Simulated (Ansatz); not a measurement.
# Na on W(110): change of the work function, part 3 of 3

Wanted: Δφ(θ) for Na/W(110), starting from the hollow site.

Ansatz 0.2.0; plane-wave DFT, PBE, Ansatz PAW.

So far, work function, upper face (eV): step 2 (the clean slab) 4.84; step 3 (37 atoms, coverage 0.111 ML, cell 3x3) 2.94.

### Step 4. Adsorbate added, k-mesh 6×6×1, coverage 0.25 ML

System of this step: NaW16 (Na/W(110)). The cell holds 17 atoms: 16 W and 1 Na. Cell: a = 5.473 Å, b = 5.473 Å, c = 27.716 Å, α = 90.0°, β = 90.0°, γ = 70.5°. Vacuum lies along c.

Another coverage, to see how the dipoles act on each other as their distance changes.

Contents of input.yaml:

```yaml
crystal:
  lattice:
    - [4.468914857, -3.16, 0.0]
    - [4.468914857, 3.16, 0.0]
    - [0.0, 0.0, 27.716396889]
  atoms:
    - { symbol: W, position: [0.0, 0.0, 0.3247175322] }
    - { symbol: W, position: [0.25, 0.25, 0.4053361436] }
    - { symbol: W, position: [0.0, 0.0, 0.4873213769] }
    - { symbol: W, position: [0.25, 0.25, 0.5664142292] }
    - { symbol: W, position: [0.0, 0.5, 0.3247175322] }
    - { symbol: W, position: [0.25, 0.75, 0.4053361436] }
    - { symbol: W, position: [0.0, 0.5, 0.4873213769] }
    - { symbol: W, position: [0.25, 0.75, 0.5664142292] }
    - { symbol: W, position: [0.5, 0.0, 0.3247175322] }
    - { symbol: W, position: [0.75, 0.25, 0.4053361436] }
    - { symbol: W, position: [0.5, 0.0, 0.4873213769] }
    - { symbol: W, position: [0.75, 0.25, 0.5664142292] }
    - { symbol: W, position: [0.5, 0.5, 0.3247175322] }
    - { symbol: W, position: [0.75, 0.75, 0.4053361436] }
    - { symbol: W, position: [0.5, 0.5, 0.4873213769] }
    - { symbol: W, position: [0.75, 0.75, 0.5664142292] }
    - { symbol: Na, position: [0.42, 0.42, 0.6752824678] }
kpoints:
  mp_grid: { grid: [6, 6, 1] }
hamiltonian:
  xc: pbe
scf:
  occupations: { method: fermi_dirac, width: 0.1 }
  convergence: { dr2_threshold: 1.0e-08 }
efield:
  axis: 3
  dipole_correction: true
  ramp_position: 0.97
  ramp_width: 0.06
relax:
  f_tol: 0.02
  max_steps: 60
  constraints: [{ sites: [0, 1, 4, 5, 8, 9, 12, 13] }]
output:
  dos: { projected: true, e_range: [-8, 4] }
  write_potential: true
  write_density: true
  volumetric_format: npy
  elf: true
```

Run with:

```
$ ansatz run input.yaml --threads 4 --pin off --max-ram 16384MiB --backend cpu --events-out ev --progress --plain --runs-dir out
```

Numbers of over 12 decimals in the logs are rounded to 6 here.

What it wrote:

```text
[...]
Crystal: 17 atoms, lattice volume = 782.809 Å³
Basis set: ecut = 420 eV, 15333 PW (Γ), exchange–correlation on 80×80×384 points (8 copies of the dense FFT grid, shifted against one another)
Bands: 140, of which v1, the nominal top of the filled ones, is band 117 counted from 1 (116 counted from 0)
Symmetry: 2 space group operations
[...]
k-points: 13 of 36 (time reversal used)
[...]
SCF iter   1: F=—  HF=-167633.455183 eV  |F-HF|=—  |Δ(HF+E_count)|=         —  Δρ=1.01e-2  dr2=1.94e1  ethr=1.77e-3  p=0.684 e·Å  D=1.58e-1 V/Å  ΔV_dip=-4.38 eV  dr2_dipole=1.24e1  V_vac-E_F(+/−)=0.87/5.26 eV  ⟨swp⟩=9.5  Hψ=9225  notcnv=0
[...]
SCF iter  11: F=-167632.915417 eV  HF=-167632.915417 eV  |F-HF|=2.62e-10  |Δ(HF+E_count)|=   7.60e-9  Δρ=4.51e-7  dr2=3.96e-9  ethr=4.29e-12  p=0.486 e·Å  D=1.12e-1 V/Å  ΔV_dip=-3.12 eV  dr2_dipole=4.62e-10  V_vac-E_F(+/−)=1.79/4.90 eV  ⟨swp⟩=12.9  Hψ=14124  notcnv=0
SCF 1 converged in 11 iterations: F = -167632.915417 eV  dr2 = 3.96e-9
[...]
relax step   1: F+E_penalty+E_count = -167632.91541669 eV  Δ(F+E_penalty+E_count) = +0.000e0 eV  max|allowed force component| = 5.814e-1 eV/Å  Δτ_max = 0.0000 Å  (11 SCF iters, accepted)
[...]
SCF iter   9: F=-167632.951023 eV  HF=-167632.951023 eV  |F-HF|=2.04e-9  |Δ(HF+E_count)|=   7.19e-9  Δρ=3.71e-7  dr2=3.77e-9  ethr=4.29e-12  p=0.496 e·Å  D=1.15e-1 V/Å  ΔV_dip=-3.17 eV  dr2_dipole=1.76e-9  V_vac-E_F(+/−)=1.72/4.90 eV  ⟨swp⟩=12.8  Hψ=14279  notcnv=0
SCF 2 converged in 9 iterations: F = -167632.951023 eV  dr2 = 3.77e-9
[...]
relax step   2: F+E_penalty+E_count = -167632.95102320 eV  Δ(F+E_penalty+E_count) = -3.561e-2 eV  max|allowed force component| = 5.807e-1 eV/Å  Δτ_max = 0.0997 Å  (9 SCF iters, accepted)
SCF iter   1: F=—  HF=-167633.038478 eV  |F-HF|=—  |Δ(HF+E_count)|=         —  Δρ=1.95e-3  dr2=2.91e-1  ethr=9.52e-4  p=0.496 e·Å  D=1.15e-1 V/Å  ΔV_dip=-3.17 eV  dr2_dipole=8.25e-2  V_vac-E_F(+/−)=1.74/4.92 eV  ⟨swp⟩=4.6  Hψ=3529  notcnv=1
[...]
SCF iter   9: F=-167633.030667 eV  HF=-167633.030667 eV  |F-HF|=1.78e-9  |Δ(HF+E_count)|=   2.41e-8  Δρ=5.56e-7  dr2=6.32e-9  ethr=4.29e-12  p=0.485 e·Å  D=1.12e-1 V/Å  ΔV_dip=-3.11 eV  dr2_dipole=2.31e-12  V_vac-E_F(+/−)=1.79/4.89 eV  ⟨swp⟩=11.8  Hψ=13807  notcnv=0
SCF 3 converged in 9 iterations: F = -167633.030667 eV  dr2 = 6.32e-9
relax step   3: F+E_penalty+E_count = -167633.03066651 eV  Δ(F+E_penalty+E_count) = -7.964e-2 eV  max|allowed force component| = 1.442e-1 eV/Å  Δτ_max = 0.1950 Å  (9 SCF iters, accepted)
[...]
relax step   4: F+E_penalty+E_count = -167633.03793053 eV  Δ(F+E_penalty+E_count) = -7.264e-3 eV  max|allowed force component| = 6.571e-2 eV/Å  Δτ_max = 0.0805 Å  (8 SCF iters, accepted)
[...]
relax step   5: F+E_penalty+E_count = -167633.05002844 eV  Δ(F+E_penalty+E_count) = -1.210e-2 eV  max|allowed force component| = 4.769e-2 eV/Å  Δτ_max = 0.2000 Å  (9 SCF iters, accepted)
[...]
relax step   6: F+E_penalty+E_count = -167633.05716708 eV  Δ(F+E_penalty+E_count) = -7.139e-3 eV  max|allowed force component| = 2.945e-2 eV/Å  Δτ_max = 0.1966 Å  (9 SCF iters, accepted)
[...]
relax step   7: F+E_penalty+E_count = -167633.05991799 eV  Δ(F+E_penalty+E_count) = -2.751e-3 eV  max|allowed force component| = 2.183e-2 eV/Å  Δτ_max = 0.1950 Å  (8 SCF iters, accepted)
SCF iter   1: F=—  HF=-167633.059304 eV  |F-HF|=—  |Δ(HF+E_count)|=         —  Δρ=1.45e-4  dr2=1.89e-4  ethr=3.37e-7  p=0.479 e·Å  D=1.11e-1 V/Å  ΔV_dip=-3.07 eV  dr2_dipole=6.43e-6  V_vac-E_F(+/−)=1.82/4.89 eV  ⟨swp⟩=4.0  Hψ=3711  notcnv=0
[...]
SCF iter   6: F=-167633.060027 eV  HF=-167633.060027 eV  |F-HF|=3.14e-9  |Δ(HF+E_count)|=   5.01e-8  Δρ=6.23e-7  dr2=6.35e-9  ethr=4.29e-12  p=0.479 e·Å  D=1.11e-1 V/Å  ΔV_dip=-3.07 eV  dr2_dipole=6.55e-11  V_vac-E_F(+/−)=1.82/4.89 eV  ⟨swp⟩=10.6  Hψ=15649  notcnv=0
SCF 8 converged in 6 iterations: F = -167633.060027 eV  dr2 = 6.35e-9
relax step   8: F+E_penalty+E_count = -167633.06002740 eV  Δ(F+E_penalty+E_count) = -1.094e-4 eV  max|allowed force component| = 5.605e-3 eV/Å  Δτ_max = 0.0161 Å  (6 SCF iters, accepted)
[...]
SCF converged after 6 iterations
Free energy (F): -167633.060027 eV
[...]
Internal energy: -167632.647917 eV  (E = F + TS)
E sigma→0 (E₀):  -167632.853972 eV
Entropy (-TS):   -0.412111 eV (-24.242 meV/atom)
Fermi energy:    5.338153 eV
Dipole field:    D = 0.110775 V/Å  (p = 0.479221 e·Å, saw-weighted, corrected)
Work function:   Φ+ = 1.8225 eV   Φ− = 4.8928 eV
[...]
--- Forces (eV/Å), atoms counted from 1 ---
  atom   1  W      0.00009902    -0.00000000     0.36700345
  atom   2  W     -0.00028269     0.00000000    -0.35687535
  atom   3  W      0.00114600     0.00000000    -0.00069146
  atom   4  W      0.00104141     0.00000000     0.00322769
  atom   5  W      0.00002684     0.00007467     0.36668656
  atom   6  W     -0.00160848    -0.01884921    -0.37944488
  atom   7  W     -0.00035451     0.00491089     0.00518889
  atom   8  W     -0.00070899     0.00428547    -0.00308683
  atom   9  W      0.00002684    -0.00007467     0.36668656
  atom  10  W     -0.00160848     0.01884921    -0.37944488
  atom  11  W     -0.00035451    -0.00491089     0.00518889
  atom  12  W     -0.00070899    -0.00428547    -0.00308683
  atom  13  W     -0.00004708    -0.00000000     0.36179532
  atom  14  W     -0.00309316     0.00000000    -0.35615716
  atom  15  W      0.00082806     0.00000000    -0.00179238
  atom  16  W      0.00560466    -0.00000000     0.00125831
  atom  17  Na    -0.00000856    -0.00000000     0.00353402
  max |Σ_I F_I| component: 1.01e-5 eV/Å
--- Band table (eV; the first three rows and the last of 13) ---
  k-point 0: bands = [... 113 lower, 5.8985, 5.9514, 6.0263, 6.0533, 6.2040, 6.2701, 6.4095, 6.4681, ... 19 higher]
  k-point 1: bands = [... 113 lower, 5.3571, 5.5336, 5.6140, 5.8031, 6.1543, 6.4424, 6.4916, 6.5388, ... 19 higher]
  k-point 2: bands = [... 113 lower, 4.8208, 4.9123, 5.2612, 5.3067, 5.5625, 5.7926, 6.0307, 6.2897, ... 19 higher]
  k-point 12: bands = [... 113 lower, 4.5626, 4.5633, 4.6509, 4.7880, 4.8070, 4.9412, 4.9670, 5.4038, ... 19 higher]
--- Relaxed structure (8 steps of the walk, 8 accepted, 0 SCFs on fresh bases) ---
  F+E_penalty+E_count = -167633.06002740 eV   max|allowed force component| = 5.605e-3 eV/Å
  atoms:
    - { symbol: W, position: [0.0, 0.0, 0.3247175322] }
    - { symbol: W, position: [0.25, 0.25, 0.4053361436] }
    - { symbol: W, position: [-7.11271796049991e-5, -7.112717960499858e-5, 0.486795] }
    - { symbol: W, position: [0.250836, 0.250836, 0.567419] }
    - { symbol: W, position: [2.7755575615628914e-17, 0.5, 0.3247175322] }
    - { symbol: W, position: [0.25, 0.75, 0.4053361436] }
    - { symbol: W, position: [-2.0088393572870178e-5, 0.499912, 0.487159] }
    - { symbol: W, position: [0.247435, 0.752380, 0.566177] }
    - { symbol: W, position: [0.5, 2.7755575615628914e-17, 0.3247175322] }
    - { symbol: W, position: [0.75, 0.25, 0.4053361436] }
    - { symbol: W, position: [0.499912, -2.0088393572870178e-5, 0.487159] }
    - { symbol: W, position: [0.752380, 0.247435, 0.566177] }
    - { symbol: W, position: [0.5, 0.5, 0.3247175322] }
    - { symbol: W, position: [0.75, 0.75, 0.4053361436] }
    - { symbol: W, position: [0.499950, 0.499950, 0.487132] }
    - { symbol: W, position: [0.748917, 0.748917, 0.567425] }
    - { symbol: Na, position: [0.499811, 0.499811, 0.662733] }
```

Run time: 6.7 min. Hardware: 4 threads of Arm Neoverse V1, shared host; peak memory 3 GiB; 26 min of CPU time.

The steps of the relaxation:

| step | energy less that of the first step (eV) | largest force component (eV/Å) |
| --- | --- | --- |
| 1 | 0.0000 | 0.5814 |
| 2 | -0.0356 | 0.5807 |
| 3 | -0.1153 | 0.1442 |
| 4 | -0.1225 | 0.0657 |
| 5 | -0.1346 | 0.0477 |
| 6 | -0.1417 | 0.0295 |
| 7 | -0.1445 | 0.0218 |
| 8 | -0.1446 | 0.0056 |

Forces are held to the 2 operations that the run works with; a distortion that breaks them can't arise in this run.

The atoms that moved most (Å):

| atom | dx | dy | dz | length |
| --- | --- | --- | --- | --- |
| Na17 | 0.713 | 0.000 | -0.348 | 0.794 |
| W16 | -0.010 | 0.000 | 0.028 | 0.030 |
| W4 | 0.007 | 0.000 | 0.028 | 0.029 |
| W8 | -0.001 | 0.016 | -0.007 | 0.017 |
| W12 | -0.001 | -0.016 | -0.007 | 0.017 |
| W3 | -0.001 | 0.000 | -0.015 | 0.015 |
| W15 | 0.000 | 0.000 | -0.005 | 0.005 |

The relaxed structure:

```
W Na
1.0
     4.46891   -3.16000    0.00000
     4.46891    3.16000    0.00000
     0.00000    0.00000   27.71640
W Na
16 1
Cartesian
  0.0000 0.0000 9.0000
  2.2345 0.0000 11.2345
  -0.0006 0.0000 13.4922
  2.2419 0.0000 15.7268
  2.2345 1.5800 9.0000
  4.4689 1.5800 11.2345
  2.2340 1.5798 13.5023
  4.4681 1.5956 15.6924
  2.2345 -1.5800 9.0000
  4.4689 -1.5800 11.2345
  2.2340 -1.5798 13.5023
  4.4681 -1.5956 15.6924
  4.4689 0.0000 9.0000
  6.7034 0.0000 11.2345
  4.4685 0.0000 13.5016
  6.6937 0.0000 15.7270
  4.4672 0.0000 18.3686
```

Numbers from this step:

```yaml
energy_at_zero_smearing: -167632.8540 eV
work_function_upper_face: 1.822 eV
work_function_lower_face: 4.893 eV
dipole_along_the_normal: 0.4792 e·Å
step_between_the_vacuum_levels: -3.070 eV
```

Running mean over 2.234 Å of the planar mean; the ramp of the sawtooth is left out. The electron's electrostatic potential energy less the Fermi level by z:

| z (Å) | electron's electrostatic potential energy less the Fermi level (eV) |
| --- | --- |
| 4 | 4.89 |
| 5 | 4.88 |
| 6 | 4.75 |
| 7 | 3.27 |
| 8 | -5.75 |
| 9 | -12.2 |
| 10 | -12.6 |
| 11 | -12.7 |
| 12 | -12.5 |
| 13 | -12.6 |
| 14 | -12.8 |
| 15 | -12.7 |
| 16 | -11.5 |
| 17 | -3.25 |
| 18 | 1.05 |
| 19 | 0.770 |
| 20 | 1.56 |
| 21 | 1.77 |
| 22 | 1.81 |
| 23 | 1.82 |
| 24 | 1.82 |

The density of states has structure finer than the step of the table below, so its rows give means over 0.25 eV, whole bins alone (the curve runs from -8 to 1.86 eV). Peaks (eV: height): -3.130: 40.4, -2.950: 27.7, -2.830: 28.7, -2.770: 31.2, -2.590: 27.8, -1.920: 31.0, -1.470: 26.3.

Table of density of states by energy, zero at the Fermi level; means over each step:

energy (eV), density of states (states/eV a cell) and a bar:
```
    -7.75        0.9 
    -7.50        1.9 #
    -7.25        2.0 #
    -7.00        2.3 ##
    -6.75        2.1 ##
    -6.50        1.7 #
    -6.25        4.4 #####
    -6.00        5.5 ######
    -5.75       11.1 #############
    -5.50        8.3 ##########
    -5.25       11.0 #############
    -5.00       11.5 ##############
    -4.75       13.9 #################
    -4.50       20.2 #########################
    -4.25       13.2 ################
    -4.00       12.4 ###############
    -3.75        8.4 ##########
    -3.50        8.5 ##########
    -3.25       21.4 ###########################
    -3.00       23.9 ##############################
    -2.75       24.0 ##############################
    -2.50       20.4 #########################
    -2.25       20.3 #########################
    -2.00       23.2 #############################
    -1.75       21.5 ###########################
    -1.50       22.1 ############################
    -1.25       14.3 #################
    -1.00       14.0 #################
    -0.75       10.6 #############
    -0.50       13.6 #################
    -0.25        9.8 ############
     0.00       13.4 ################
     0.25       12.2 ###############
     0.50       13.5 ################
     0.75       14.9 ##################
     1.00       17.6 ######################
     1.25       19.1 ########################
     1.50       21.2 ##########################
```

Projected DOS per atom over height of the atomic layer and energy from the Fermi level. Layers: W4 W4 W4 W4 Na from below.

Ten even steps from '0' (0.00 states/eV) to '9' (1.71 states/eV), each cell a mean:
```
67763
66663
63353
52351
42251
52251
72261
95481
86691
76670
88880
48850
33330
44440
57750
25520
24420
12310
01100
00000
00000
00000
```
Columns: height of the atomic layer (Å) from 9 to 18.4 (not evenly spaced); rows upwards: energy from the Fermi level (eV) from -7.96 to 1.84.

ELF in the ca plane at fractional y = 0.500, with atoms of W and Na within 0.2 Å of it. It is the smooth field of the valence electrons, not physical close to the nuclei.

Ten even steps from '0' (0.00) to '9' (0.67), each cell a mean:
```
59647655646968945655666554321100000000000000
97456545653799536555677654322110000000000000
54466555664454456556677753211111000000000000
54566555676555566556778631000011100000000000
54466555664454456556777301110001110000000000
98456545643799536555676126861001211000000000
59647656646957945655674167684000211000000000
18747656647925945655674176485000221000000000
99546545644999735655675148883001211000000000
75356545653576346555677213430001210000000000
54566555675454566556788510000011110000000000
54566555675454566556778752101111100000000000
75356545653576446555677764322111000000000000
99546545644999735655666654322110000000000000
18747656647925945655666543321100000000000000
```
Columns run along c (16.0 Å, from fractional 0.33 to 0.90 of the cell), rows up along a (5.5 Å). Atoms in or near the plane, at fractional coordinates: W at (0.49, 0.00), W at (0.49, 0.50), Na at (0.66, 0.50).

Electrostatic potential energy in the ca plane at fractional y = 0.500, with atoms of W and Na within 0.2 Å of it. With pseudopotentials it is smooth inside the atoms' cores, unlike the true potential.

Values in eV, 8 rows by 16 columns, each cell a mean:
```
-40   2   4  -4 -46 -16   5   7   9   9   8   8   8   8   8   8
 -4   4   2   4  -6   2   3   5   9   7   7   8   8   8   8   8
-12   4   2   3 -15  -1   4   5   7   0   4   7   8   8   8   8
-47   1   5  -6 -53 -21   6   7   2 -44  -2   7   8   8   8   8
-40   2   4  -4 -46 -16   5   7   3 -30   0   7   8   8   8   8
 -4   4   2   4  -6   2   3   5   7   4   5   7   8   8   8   8
-12   4   2   3 -15  -1   4   5   9   8   8   8   8   8   8   8
-47   1   5  -6 -53 -21   5   7   9   9   8   8   8   8   8   8
```
Columns run along c (16.0 Å, from fractional 0.33 to 0.90 of the cell; values clipped at the 3rd and 97th percentile), rows up along a (5.5 Å). Atoms in or near the plane, at fractional coordinates: W at (0.49, 0.00), W at (0.49, 0.50), Na at (0.66, 0.50).

Valence density in the ca plane at fractional y = 0.500, with atoms of W and Na within 0.2 Å of it. It is the smooth field of the valence electrons, not physical close to the nuclei.

Ten steps, logarithmic in the rise over the least value, from '0' (0 e/Å³) to '9' (17 e/Å³), each cell a mean:
```
77522222224777632221110000000000000000000000
65322222223566422222110000000000000000000000
33222222222333222222211000000000000000000000
22222222222222222222211000000000000000000000
33222222222333222222211001100000000000000000
65322222223566422222111024530000000000000000
77522222224777632221111158962000000000000000
77532222225777632221111169972000000000000000
76422222223676532222111137751000000000000000
54222222222454322222211012210000000000000000
32222222222222222222211000000000000000000000
32222222222232222222211000000000000000000000
54222222222454322222211000000000000000000000
76422222224677532222110000000000000000000000
77532222225777632221110000000000000000000000
```
Columns run along c (16.0 Å, from fractional 0.33 to 0.90 of the cell), rows up along a (5.5 Å). Atoms in or near the plane, at fractional coordinates: W at (0.49, 0.00), W at (0.49, 0.50), Na at (0.66, 0.50).

The relaxation took 8 steps and lowered the energy by 0.14 eV; the largest force on the free atoms ends at 0.0056 eV/Å.

By hand: a sheet of dipoles makes a step −p/(ε₀A) in the electron's potential. With e/ε₀ = 180.95 V·Å, p = 0.4792 e·Å and A = 28.24 Å², that is −180.95 × (0.4792) / 28.24 = -3.070 eV, and the two vacuum levels of the run differ by -3.070 eV.

The covered face has 1.82 eV, -3.02 eV against the clean one; the bare back face has moved by -0.01 eV, a measure of how thin the slab is.

### Step 5. Work function against coverage

This step: plane-wave DFT, PBE, Ansatz PAW; work function against coverage (Ansatz 0.2.0).

The runs are now put side by side.

Numbers from this step:

* work function of the clean face: 4.845 eV
* largest change of the work function: -3.022 eV

Work function of the covered face against coverage:

| coverage (adsorbates/nm²) | work function of the covered face (eV) |
| --- | --- |
| 0.00 | 4.84 |
| 1.57 | 2.94 |
| 3.54 | 1.82 |

The dipole per adsorbate comes from the change of the cell's dipole. Coverage, by row:

| coverage (1/nm²) | coverage (ML) | work function (eV) | change (eV) | dipole per adsorbate, positive end outwards (debye) | mean height of the added atoms over the highest substrate atom (Å) |
| --- | --- | --- | --- | --- | --- |
| 1.573 | 0.1111 | 2.935 | -1.909 | 3.204 | 2.708 |
| 3.541 | 0.25 | 1.822 | -3.022 | 2.261 | 2.642 |

### Step 6. Summary of results

```json
{
  "work function of the clean face": "4.84 eV",
  "work function at 0.11 ML": "2.94 eV",
  "work function at 0.25 ML": "1.82 eV",
  "dipole per adsorbate at 0.11 ML, positive end outwards": "3.20 D"
}
```

In words: Na lowers the work function of W(110) at the lowest coverage, by 1.91 eV: the adsorbate layer has its positive end outwards. The slab has 4 layers, at the tabulated experimental lattice constant, one starting site was run, and quantum-size effects of a slab this thin can reach one or two tenths of an eV.

[Logs are printed without paths, hosts, clocks, repeated set-up lines and the standing remarks that a program may print on its own settings, such as how far it seeks lower states.]

[Hosts, paths, dates, database ids (printed as entryN), source tags and the programs' standing remarks are cut or masked in the printed files.]

[Maps of the electrostatic potential energy from Ansatz leave out the sawtooth potential of an applied field or a dipole correction, so their vacuum need not be flat; planar profiles and work functions include it.]

[The density of states shown here was stored with 400 of the rows of the run's finer table, so its peaks can read low, often by over a quarter, or be missed, and its means over a window can be off by a tenth or more.]
